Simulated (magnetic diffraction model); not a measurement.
# Magnetic neutron pattern of Sr2MnS3Cl

Space group P4/nmm (no. 129, origin choice 1), a = 4.4460 Å, c = 33.2640 Å.

```
site  atom    x    y       z
  2c    Sr    0  1/2  0.6710
  2c    Sr    0  1/2  0.1723
  2c    Sr    0  1/2  0.5474
  2c    Sr    0  1/2  0.0480
  2c    Mn  1/2    0  0.6012
  2c    Mn  1/2    0  0.1025
  2c    Cl  1/2    0  0.7112
  2c    Cl  1/2    0  0.2127
  4f     S  1/2  1/2  0.6115
  4f     S  1/2  1/2  0.1132
  2c     S  1/2    0  0.5364
  2c     S  1/2    0  0.0348
```

This is a made-up structure (elements placed in a structure type, unrelaxed), so the numbers test the method and describe no known phase.

Only Mn is taken to order (form factors of Mn3+); orders and moment sizes are assumed, and not adapted to the symmetry. Radiation: neutrons of λ = 2.567 Å, 1.5° to 65°; isotropic B of 0.24 Å² (Sr), 0.2 Å² (Mn), 0.32 Å² (Cl) and 0.33 Å² (S). Simulated constant-wavelength pattern: nuclear and magnetic terms add, the magnetic one as |2.695 fm × Σ f S⊥ exp(2πi Q·r) exp(−B s²)|², summed over all Q at one angle with the factor 1/(sin²θ cos θ). For a modulated order the moment at position r is S exp(−2πi k·r) + c.c., with S = m/2 for a sine wave of amplitude m and S = m(u + iv)/2 for moments turning in a plane, u and v being orthogonal unit vectors in it; the phase factor of the sum at Q = H + k is then exp(2πi H·r). Free-ion form factors, Sears's scattering lengths of 1992, no absorption; a label names one of the reflections at its angle. The strongest nuclear line in the range is 100, and lines under 0.2 are left out.

Assume the order k = (0 0 1/5), moments turning in the plane of [001] and [010], 1.09 μB on Mn; signs + at (1/2, 0, 0.6012), − at (0, 1/2, 0.3988), + at (1/2, 0, 0.1025), − at (0, 1/2, 0.8975).

Predict the pattern, nuclear and magnetic parts apart.

```csv
2θ (°),index,nuclear,magnetic
7.96,(0 0 9/5),0.0,5.9
8.85,(0 0 2),42.7,0.0
9.74,(0 0 11/5),0.0,3.9
16.86,(0 0 19/5),0.0,0.4
17.76,(0 0 4),14.3,0.0
18.65,(0 0 21/5),0.0,0.3
25.86,(0 0 29/5),0.0,0.2
26.77,(0 0 6),6.6,0.0
33.57,(1 0 1/5),0.0,1.8
34.77,(1 0 2),40.5,0.0
35.03,(0 0 39/5),0.0,0.2
35.96,(0 0 8),18.4,0.0
36.89,(0 0 41/5),0.0,0.2
37.78,(1 0 19/5),0.0,0.9
38.22,(1 0 4),33.7,0.0
38.67,(1 0 21/5),0.0,0.8
42.85,(1 0 29/5),0.0,0.5
43.44,(1 0 6),18.9,0.0
44.04,(1 0 31/5),0.0,0.5
45.39,(0 0 10),0.8,0.0
48.19,(1 1 0),54.4,0.0
48.93,(1 1 9/5),0.0,0.7
49.10,(1 1 2),13.0,0.0
49.29,(1 1 11/5),0.0,0.7
50.00,(1 0 8),55.7,0.0
51.76,(1 1 4),81.2,0.0
55.16,(0 0 12),17.8,0.0
55.49,(1 1 29/5),0.0,0.2
55.98,(1 1 6),30.0,0.0
56.81,(1 0 49/5),0.0,0.4
57.62,(1 0 10),55.9,0.0
58.43,(1 0 51/5),0.0,0.4
60.96,(1 1 39/5),0.0,0.3
61.57,(1 1 8),100.0,0.0
62.20,(1 1 41/5),0.0,0.3
```

The strongest magnetic line in the range is (0 0 9/5) at 7.96° (5.9). On top of the Lorentz factor, which all lines share, magnetic lines fade with angle because f falls: for Mn3+ it is 0.91, 0.70, 0.46 and 0.14 at sin θ/λ = 0.1, 0.2, 0.3 and 0.5 Å⁻¹, while nuclear lengths stay constant. The order has no net moment.

[Logs are printed without paths, hosts, clocks, repeated set-up lines and the standing remarks that a program may print on its own settings, such as how far it seeks lower states.]
